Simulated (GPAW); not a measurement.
# P2Ir (P2_1/c): G0W0 on several meshes in GPAW

How does the mesh move the gap of P2Ir (P2_1/c)?

Main program and level: GPAW 26.7.0; LDA and many-body steps on it, plane waves.

Report form: the programs' logs are mostly left out.

**1. Starting point**

It takes space group P2_1/c (No. 14, monoclinic). The conventional cell has a = 5.772 Å, b = 5.807 Å, c = 5.872 Å, α = 90.00°, β = 111.25°, γ = 90.00°. Nearest to P lie 1 P at 2.22 Å and 3 Ir at 2.41 to 2.42 Å. Nearest to P lie 1 P at 2.22 Å and 3 Ir at 2.33 to 2.35 Å. Nearest to Ir lie 6 P at 2.33 to 2.42 Å. Farther neighbours are not listed.

Structure file:

```xyz
12
Lattice="5.7723 0.0000 0.0000 0.0000 5.8067 0.0000 -2.1285 0.0000 5.4731" Properties=species:S:1:pos:R:3 pbc="T T T"
P    -0.9403    5.1209    4.7632
P     3.5199    2.2175    3.4465
P     4.5842    0.6859    0.7099
P     0.1239    3.5892    2.0266
P     1.5285    2.1903    1.0319
P     3.1796    5.0937    1.7046
P     2.1153    3.6164    4.4412
P     0.4643    0.7130    3.7685
Ir   -0.1156    2.8966    4.3324
Ir    2.6952    5.7999    3.8773
Ir    3.7594    2.9102    1.1407
Ir    0.9487    0.0068    1.5959
```

The cell and positions are those that the Materials Project relaxed with its own functionals (PBE, PBE+U or r2SCAN), kept fixed. Spin-orbit coupling is left out unless a step names it.

**2. Empty states on the mesh, 4×2×4 mesh, 627 bands**

This step: GPAW 26.7.0; DFT, LDA, plane waves, PAW.

The sums over transitions need many empty states on a uniform mesh; this step solves for them.

run.py

```python
import json
import numpy as np
from gpaw.mpi import world
from gpaw import GPAW

calc = GPAW('gs.gpw').fixed_density(kpts={'size': (4, 2, 4), 'gamma': True},
    parallel={'domain': 1, 'band': 1},
    txt='nscf.txt')
calc.diagonalize_full_hamiltonian(nbands=627)
calc.write('full.gpw', mode='all')
res = {}
kpts = calc.get_ibz_k_points()
res['kpts'] = kpts
res['eigenvalues'] = [calc.get_eigenvalues(kpt=k) for k in range(len(kpts))]
res['n_electrons'] = calc.get_number_of_electrons()

if world.rank == 0:
    with open('result.json', 'w') as f:
        json.dump(res, f, default=lambda x: x.tolist())
```

Started as:

```bash
$ mpirun -n 8 gpaw python run.py
```

Wall time 4.3 min (8 MPI ranks of Arm Neoverse V1, shared host); peak memory 14 GiB; 33 min of CPU time.

Numbers from this step:

| Item | Value |
| --- | --- |
| gap | 0.6092 eV |
| k of the valence top | 0.5, 0.5, 0.5 |
| k of the conduction bottom | 0, 0, 0 |
| least direct gap | 1.517 eV |
| k points computed | 20 |
| lowest point of the top converged band, above the valence top | 112.0280 eV |

On this mesh the gap is 0.609 eV.

**3. 4×2×4**

G0W0 replaces the xc potential by the self-energy, built once from these orbitals. Only a window of levels is corrected, while the sums run over the empty bands that the input names.

This step: G0W0 on LDA, plane waves, PAW.

run.py

```python
import json
import numpy as np
from gpaw.mpi import world
from gpaw.response.g0w0 import G0W0

gw = G0W0('full.gpw',
    filename='gw',
    kpts=[0, 5, 19],
    bands=(48, 52),
    ecut=78,
    nbands=286,
    integrate_gamma='WS',
    ppa=True)
gw.calculate()
res = {mode: {k: v for k, v in r.items() if k != 'sigma_eskwn'}
       for mode, r in gw.all_results.items()}

if world.rank == 0:
    with open('result.json', 'w') as f:
        json.dump(res, f, default=lambda x: x.tolist())
```

Started as:

```bash
$ mpirun -n 8 gpaw python run.py
```

It took 8.6 min on 8 MPI ranks; peak memory 4.4 GiB; 68 min of CPU time.

This step gave:

```yaml
g0w0_gap_on_the_points_computed: 1.290 eV
least_direct_g0w0_gap_on_the_computed_points: 2.120 eV
z_at_the_valence_top: 0.8011
z_at_the_conduction_bottom: 0.7930
starting_gap_on_the_mesh: 0.6092 eV
k_of_the_valence_top: 0.5, 0.5, 0.5
k_of_the_conduction_bottom: 0, 0, 0
```

The gap on the mesh goes from 0.61 eV to 1.29 eV, a correction of +0.68 eV.

**4. Empty states on the mesh, 2×2×2 mesh, 296 bands**

This step: DFT, LDA, plane waves, PAW.

run.py

```python
import json
import numpy as np
from gpaw.mpi import world
from gpaw import GPAW

calc = GPAW('gs.gpw').fixed_density(kpts={'size': (2, 2, 2), 'gamma': True},
    parallel={'domain': 1, 'band': 1},
    txt='nscf.txt')
calc.diagonalize_full_hamiltonian(nbands=296)
calc.write('full.gpw', mode='all')
res = {}
kpts = calc.get_ibz_k_points()
res['kpts'] = kpts
res['eigenvalues'] = [calc.get_eigenvalues(kpt=k) for k in range(len(kpts))]
res['n_electrons'] = calc.get_number_of_electrons()

if world.rank == 0:
    with open('result.json', 'w') as f:
        json.dump(res, f, default=lambda x: x.tolist())
```

Started as:

```bash
$ mpirun -n 8 gpaw python run.py
```

Elapsed: 4.4 min, on 8 MPI ranks; peak memory 9.4 GiB; 15 min of CPU time.

This step gave:

- gap: 0.6092 eV
- k of the valence top: 0.5, 0.5, 0.5
- k of the conduction bottom: 0, 0, 0
- least direct gap: 1.517 eV
- k points computed: 8
- lowest point of the top converged band, above the valence top: 58.6603 eV

On this mesh the gap is 0.609 eV.

**5. 2×2×2**

This step: G0W0 on LDA, plane waves, PAW.

run.py

```python
import json
import numpy as np
from gpaw.mpi import world
from gpaw.response.g0w0 import G0W0

gw = G0W0('full.gpw',
    filename='gw',
    kpts=[0, 3, 7],
    bands=(48, 52),
    ecut=78,
    nbands=286,
    integrate_gamma='WS',
    ppa=True)
gw.calculate()
res = {mode: {k: v for k, v in r.items() if k != 'sigma_eskwn'}
       for mode, r in gw.all_results.items()}

if world.rank == 0:
    with open('result.json', 'w') as f:
        json.dump(res, f, default=lambda x: x.tolist())
```

Started as:

```bash
$ mpirun -n 8 gpaw python run.py
```

Run time: 9.6 min. Hardware: 8 MPI ranks; peak memory 3.8 GiB.

This step gave:

| Item | Value |
| --- | --- |
| G0W0 gap on the points computed | 1.290 eV |
| least direct G0W0 gap on the computed points | 2.106 eV |
| Z at the valence top | 0.7990 |
| Z at the conduction bottom | 0.7919 |
| starting gap on the mesh | 0.6092 eV |
| k of the valence top | 0.5, 0.5, 0.5 |
| k of the conduction bottom | 0, 0, 0 |

Against G0W0 in GPAW (4×2×4 mesh, 286 bands, screening to 78 eV, Godby-Needs plasmon pole), the gap moves by −0.0002 eV.

**6. The runs together**

Times are wall times on 8 MPI ranks of Arm Neoverse V1, shared host. The host was busy with other work, so they are no guide to cost.

| run | mesh | bands | screening cutoff (eV) | DFT gap (eV) | gap on the mesh (eV) | direct (eV) | time |
| --- | --- | --- | --- | --- | --- | --- | --- |
| 4×2×4 | 4×2×4 | 286 | 78 | 0.609 | 1.290 | 2.120 | 8.6 min |
| 2×2×2 | 2×2×2 | 286 | 78 | 0.609 | 1.290 | 2.106 | 9.6 min |

**7. Outcome**

| Property | Result |
| --- | --- |
| 4×2×4 | 1.290 eV |
| 2×2×2 | 1.290 eV |
| known limits | not at the basis limit; no spin polarisation; d states lean on the start; no spin-orbit coupling; coarse k mesh |

What this shows: 2×2×2: no change against 4×2×4. Bands and cutoff are finite, so the gap is not at the basis limit. The miss can reach some tenths of an eV and take either sign; the mesh is an error of its own. These stock PAW sets were not made for GW. In the G0W0 runs levels were corrected at 3 k points alone, so a gap called «on the mesh» is the least over those, and an edge elsewhere would be missed. The 4×2×4 mesh is coarse for this cell, which bears on the long-range parts of exchange and screening. The runs have no spin polarisation. For a closed low-spin shell that is the natural state; where a d or f shell is open it is a constraint, and the gap is then not the crystal's own. With d states at the gap, one-shot GW leans hard on its start. The many-body steps are scalar-relativistic: spin-orbit coupling is not in them.

[Paths, hosts, dates, memory and timing lines, banners, echoed tables and standing remarks are left out of the program output.]

[Logs are printed without paths, hosts, clocks, repeated set-up lines and the standing remarks that a program may print on its own settings, such as how far it seeks lower states.]

[Runs of the session that timed out or met a known fault of the program may be left out.]

[Hosts, paths, dates, database ids (printed as entryN), source tags and the programs' standing remarks are cut or masked in the printed files.]
